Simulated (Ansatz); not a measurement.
# Phonons of LuRh3C (Pm-3m) against volume, part 2 of 2

Wanted: mode Grüneisen parameters of LuRh3C (Pm-3m).

Ansatz 0.2.0; DFT PBEsol, scalar-relativistic, plane waves, PAW; PAW set soft_1.

So far, highest frequency on path, mesh or solved points (cm⁻¹): step 2 (response at finite wavevector) 669; step 4 (phonons at the other volume, volume ratio 0.97) 704.

**5. Relaxing at another volume, volume ratio 1.03**

The volume is scaled by 1.03 and held; symmetry leaves nothing to relax, so this is a single point. The modes can then be followed against volume.

input.yaml reads:

```yaml
crystal:
  lattice:
    - [4.1345169923, 0.0, 0.0]
    - [0.0, 4.1345169923, 0.0]
    - [0.0, 0.0, 4.1345169923]
  atoms:
    - { symbol: Lu, position: [0.0, 0.0, 0.0] }
    - { symbol: Rh, position: [0.0, 0.5, 0.5] }
    - { symbol: Rh, position: [0.5, 0.5, 0.0] }
    - { symbol: Rh, position: [0.5, 0.0, 0.5] }
    - { symbol: C, position: [0.5, 0.5, 0.5] }
kpoints:
  mp_grid: { grid: [12, 12, 12] }
hamiltonian:
  xc: pbesol
  pseudopotentials: { kind: paw, azcp: { folder: soft_1 }, xc_functional: pbe }
scf:
  occupations: { method: methfessel_paxton, width: 0.2 }
output:
  forces: true
  stress: true
  eigenvalues: true
```

The run is started by

```bash
> ansatz run input.yaml --threads 4 --pin off --max-ram 10240MiB --backend cpu --events-out ev --progress --plain --runs-dir out
```

What it wrote:

```text
[...]
Crystal: 5 atoms, lattice volume = 70.676 Å³
Basis set: ecut = 420 eV, 1357 PW (Γ), exchange–correlation on 60×60×60 points (8 copies of the dense FFT grid, shifted against one another)
Bands: 48, of which v1, the nominal top of the filled ones, is band 40 counted from 1 (39 counted from 0)
Symmetry: 48 space group operations
[...]
k-points: 84 of 1728
[...]
k-point 0: bands = [... 36 lower, 18.0672, 18.0672, 19.7102, 19.7102, 19.7102, 19.7683, 23.4314, 23.4314, ... 4 higher]
  k-point 1: bands = [... 36 lower, 18.0722, 18.3540, 19.7104, 19.7167, 19.7489, 19.7489, 23.4002, 23.4577, ... 4 higher]
  k-point 2: bands = [... 36 lower, 18.0846, 18.6269, 19.5641, 19.7108, 19.8559, 19.8559, 23.3110, 23.5490, ... 4 higher]
  k-point 83: bands = [... 36 lower, 19.5666, 19.5666, 19.5666, 20.5477, 20.5477, 20.5477, 21.5003, 21.5003, ... 4 higher]
[key lines of the parts left out:]
SCF converged after 12 iterations
Free energy (F): -33877.898789 eV
Fermi energy:    19.801049 eV
P = ⅓ Tr σ = -6.3632 GPa (-63.632 kbar)
```

Wall time 7.4 s (4 threads of Arm Neoverse V1, shared host); peak memory 0.54 GiB.

Read from the output:

```yaml
pressure: -6.363 GPa
volume_per_atom: 14.14 Å³
```

The run ends at a pressure of -6.36 GPa.

**6. Phonons at the other volume, volume ratio 1.03**

The phonons are repeated at this volume on the same meshes, so that differences come from the volume alone.

input.yaml, as its differences from that of step 5:

```diff
@@ -19,4 +19,11 @@
 output:
-  forces: true
-  stress: true
   eigenvalues: true
+phonons:
+  method: dfpt
+  qmesh: [2, 2, 2]
+  temperatures: { t_max: 1000, t_step: 50 }
+  qpath:
+    path:
+      - [[0.0, 0.0, 0.0], [0.0, 0.5, 0.0], [0.5, 0.5, 0.0], [0.0, 0.0, 0.0], [0.5, 0.5, 0.5], [0.0, 0.5, 0.0]]
+      - [[0.5, 0.5, 0.5], [0.5, 0.5, 0.0]]
+    npoints: 10
```

What it wrote:

```text
[...]
Crystal: 5 atoms, lattice volume = 70.676 Å³
Basis set: ecut = 420 eV, 1357 PW (Γ), exchange–correlation on 60×60×60 points (8 copies of the dense FFT grid, shifted against one another)
Bands: 48, of which v1, the nominal top of the filled ones, is band 40 counted from 1 (39 counted from 0)
Symmetry: 48 space group operations
k-points: 84 of 1728
[...]
k-point 83: bands = [... 36 lower, 19.5667, 19.5667, 19.5667, 20.5477, 20.5477, 20.5477, 21.5003, 21.5003, ... 4 higher]
[...]
ASR residual: 1.580e-5 → 0.000e0 eV/Å²; symmetrization residual: 9.453e-7 eV/Å²
  ASR residual per site (eV/Å²): 1.58e-5 8.97e-6 8.97e-6 8.97e-6 1.03e-6
[...]
--- Phonons (arbitrary-q DFPT): 4 irreducible q on the 2×2×2 mesh ---
[...]
interpolated dispersion: 62 rows × 15 modes
[...]
[key lines of the parts left out:]
SCF converged after 15 iterations
Free energy (F): -33877.898789 eV
Fermi energy:    19.801060 eV
```

Run time: 16 min. Hardware: 4 threads; peak memory 3.2 GiB.

Numbers from this step:

* sum-rule residual before enforcement: 1.58e-5 eV/Å²
* highest frequency on path, mesh or solved points: 635.1 cm⁻¹
* mean frequency: 201.2 cm⁻¹
* Debye temperature (second moment): 470 K
* logarithmic mean frequency: 162.3 cm⁻¹
* highest optical mode at the zone centre (no LO-TO term): 350.5 cm⁻¹
* lowest optical zone-centre mode: 114.0 cm⁻¹
* lowest mode on the q mesh (acoustic modes at Γ apart): 80.31 cm⁻¹
* zero-point energy per atom: 37.42 meV
* heat capacity at 300 K: 22.50 J/(mol atoms K)
* vibrational entropy at 300 K: 32.56 J/(mol atoms K)
* edges of the widest gap between branches, on path and mesh: 285.1, 317.2 cm⁻¹

Frequencies (cm⁻¹) solved at each irreducible wavevector; negative means imaginary. Frequencies by wavevector, by row:

| q in reciprocal lattice units | star | mode 1 | mode 2 | mode 3 | mode 4 | mode 13 | mode 14 | mode 15 |
| --- | --- | --- | --- | --- | --- | --- | --- | --- |
| 0 0 0 | 1 | 0 | 0 | 0 | 114 | 350.5 | 350.5 | 350.5 |
| 0 0 -0.5 | 3 | 82.8 | 82.8 | 105.6 | 105.6 | 340.1 | 340.1 | 618.9 |
| 0 -0.5 -0.5 | 3 | 83.9 | 83.9 | 103.8 | 105.6 | 317.2 | 611.9 | 611.9 |
| -0.5 -0.5 -0.5 | 1 | 80.3 | 80.3 | 80.3 | 116.4 | 635 | 635 | 635 |

The highest optical mode at the zone centre (no LO-TO term) is 350.5 cm⁻¹, -45.6 cm⁻¹ against the base run.

**7. Grüneisen parameters**

The Grüneisen parameter of a mode is minus the logarithmic change of its frequency with volume, −d ln ω / d ln V; weighted by heat capacity it gives the expansion.

Numbers from this step:

```
bulk modulus : 232 GPa
```

The phonon branches at the labelled points (cm⁻¹):

| point | branch 1 | branch 2 | branch 3 | branch 4 | branch 12 | branch 13 | branch 14 | branch 15 |
| --- | --- | --- | --- | --- | --- | --- | --- | --- |
| Γ | 0 | 0 | 0 | 118 | 152 | 396 | 396 | 396 |
| halfway | 53 | 53 | 89 | 121 | 194 | 391 | 391 | 534 |
| X | 86 | 86 | 110 | 110 | 220 | 386 | 386 | 652 |
| halfway | 88 | 98 | 100 | 112 | 246 | 376 | 527 | 649 |
| M | 87 | 87 | 106 | 112 | 266 | 365 | 645 | 645 |
| halfway | 68 | 75 | 107 | 125 | 222 | 383 | 530 | 531 |
| Γ | 0 | 0 | 0 | 118 | 152 | 396 | 396 | 396 |
| halfway | 80 | 80 | 113 | 124 | 247 | 530 | 530 | 531 |
| R | 84 | 84 | 84 | 119 | 304 | 669 | 669 | 669 |
| halfway | 90 | 96 | 98 | 113 | 268 | 530 | 530 | 653 |
| X | 86 | 86 | 110 | 110 | 220 | 386 | 386 | 652 |
| jump to R | 84 | 84 | 84 | 119 | 304 | 669 | 669 | 669 |
| halfway | 87 | 87 | 99 | 112 | 287 | 533 | 657 | 657 |
| M | 87 | 87 | 106 | 112 | 266 | 365 | 645 | 645 |

The same for volume x 0.97:

| point | branch 1 | branch 2 | branch 3 | branch 4 | branch 12 | branch 13 | branch 14 | branch 15 |
| --- | --- | --- | --- | --- | --- | --- | --- | --- |
| Γ | 0 | 0 | 0 | 122 | 162 | 442 | 442 | 442 |
| X | 90 | 90 | 115 | 115 | 239 | 432 | 432 | 687 |
| M | 89 | 89 | 107 | 118 | 285 | 411 | 680 | 680 |
| Γ | 0 | 0 | 0 | 122 | 162 | 442 | 442 | 442 |
| R | 87 | 87 | 87 | 122 | 323 | 704 | 704 | 704 |
| X | 90 | 90 | 115 | 115 | 239 | 432 | 432 | 687 |
| R | 87 | 87 | 87 | 122 | 323 | 704 | 704 | 704 |
| M | 89 | 89 | 107 | 118 | 285 | 411 | 680 | 680 |

The same for volume x 1.03:

| point | branch 1 | branch 2 | branch 3 | branch 4 | branch 12 | branch 13 | branch 14 | branch 15 |
| --- | --- | --- | --- | --- | --- | --- | --- | --- |
| Γ | 0 | 0 | 0 | 114 | 145 | 350 | 350 | 350 |
| X | 83 | 83 | 106 | 106 | 203 | 340 | 340 | 619 |
| M | 84 | 84 | 104 | 106 | 249 | 317 | 612 | 612 |
| Γ | 0 | 0 | 0 | 114 | 145 | 350 | 350 | 350 |
| R | 80 | 80 | 80 | 116 | 285 | 635 | 635 | 635 |
| X | 83 | 83 | 106 | 106 | 203 | 340 | 340 | 619 |
| R | 80 | 80 | 80 | 116 | 285 | 635 | 635 | 635 |
| M | 84 | 84 | 104 | 106 | 249 | 317 | 612 | 612 |

Mode Grueneisen parameter -dln(w)/dln(V), modes matched by rank; at Γ the acoustic branches take the value of a neighbouring point of the path. The mode Grüneisen parameters at the labelled points ():

| point | branch 1 | branch 2 | branch 3 | branch 4 | branch 12 | branch 13 | branch 14 | branch 15 |
| --- | --- | --- | --- | --- | --- | --- | --- | --- |
| Γ | 1.49 | 1.49 | 1.92 | 1.09 | 1.87 | 3.85 | 3.85 | 3.85 |
| halfway | 1.43 | 1.43 | 1.67 | 1.26 | 2.36 | 3.91 | 3.91 | 2.30 |
| X | 1.48 | 1.48 | 1.36 | 1.36 | 2.71 | 3.97 | 3.97 | 1.75 |
| halfway | 1.07 | 1.66 | 1.70 | 1.27 | 2.27 | 4.14 | 2.31 | 1.75 |
| M | 1.06 | 1.06 | 0.55 | 1.89 | 2.28 | 4.33 | 1.75 | 1.75 |
| halfway | 1.24 | 1.53 | 1.84 | 1.41 | 2.12 | 4.02 | 2.30 | 2.30 |
| Γ | 1.37 | 1.77 | 1.92 | 1.09 | 1.87 | 3.85 | 3.85 | 3.85 |
| halfway | 1.23 | 1.23 | 2.07 | 1.29 | 1.97 | 2.29 | 2.29 | 2.30 |
| R | 1.34 | 1.34 | 1.34 | 0.73 | 2.08 | 1.70 | 1.70 | 1.70 |
| halfway | 1.31 | 1.62 | 1.30 | 1.07 | 2.06 | 2.28 | 2.28 | 1.74 |
| X | 1.48 | 1.48 | 1.36 | 1.36 | 2.71 | 3.97 | 3.97 | 1.75 |
| jump to R | 1.34 | 1.34 | 1.34 | 0.73 | 2.08 | 1.70 | 1.70 | 1.70 |
| halfway | 1.24 | 1.24 | 1.59 | 0.65 | 2.09 | 2.27 | 1.72 | 1.72 |
| M | 1.06 | 1.06 | 0.55 | 1.89 | 2.28 | 4.33 | 1.75 | 1.75 |

(dS/dlnV)/C_V. Table of thermodynamic Grueneisen parameter by temperature:

| temperature (K) | thermodynamic Grueneisen parameter |
| --- | --- |
| 50 | 1.70 |
| 100 | 1.84 |
| 150 | 1.91 |
| 200 | 1.94 |
| 250 | 1.96 |
| 300 | 1.98 |
| 350 | 1.99 |
| 400 | 1.99 |
| 450 | 2.00 |
| 500 | 2.00 |
| 550 | 2.00 |
| 600 | 2.00 |
| 650 | 2.00 |
| 700 | 2.00 |
| 750 | 2.00 |
| 800 | 2.00 |
| 850 | 2.00 |
| 900 | 2.01 |
| 950 | 2.01 |
| 1000 | 2.01 |

Gamma C_V/(B V) at the static volume. Volume expansion against temperature:

| temperature (K) | volume expansion (1e-6/K) |
| --- | --- |
| 50 | 6.16 |
| 100 | 14.1 |
| 150 | 18.0 |
| 200 | 20.3 |
| 250 | 21.9 |
| 300 | 22.9 |
| 350 | 23.6 |
| 400 | 24.1 |
| 450 | 24.5 |
| 500 | 24.8 |
| 550 | 25 |
| 600 | 25.2 |
| 650 | 25.3 |
| 700 | 25.4 |
| 750 | 25.5 |
| 800 | 25.6 |
| 850 | 25.6 |
| 900 | 25.7 |
| 950 | 25.7 |
| 1000 | 25.8 |

**8. Summary of results**

- bulk modulus: 232 GPa
- thermodynamic Grüneisen parameter at 300 K: 1.977
- volume expansion at 300 K, estimated: 22.9 × 10⁻⁶ K⁻¹

In words: By this estimate the volume grows by 22.9 × 10⁻⁶ per kelvin at 300 K. The highest optical mode at Γ goes from 442 to 351 cm⁻¹ as the cell grows, a Grüneisen parameter of 3.85. Mode parameters on the path run from 0.54 to 4.3, with a median of 1.8. Branches are matched by rank, so values near crossings are rough. The expansion is the Grüneisen estimate at the static volume, with the static bulk modulus. The q mesh stands for a supercell only 8.2 Å across, so branches between the solved wavevectors are rough. With no gap, or one that is small against the smearing, the frequencies hang on the k mesh and the smearing, most of all near Kohn anomalies. Spin-orbit coupling is left out, which can matter for the heavy elements here. The PAW files were made for PBE and serve the other functionals too.

[Long decimals in the printed logs are rounded to 6 places.]

[Logs are printed without paths, hosts, clocks, repeated set-up lines and the standing remarks that a program may print on its own settings, such as how far it seeks lower states.]

[Hosts, paths, dates, database ids (printed as entryN), source tags and the programs' standing remarks are cut or masked in the printed files.]

[Where the starting crystal was built by hand or by swapping elements, it need not be the compound's stable phase.]
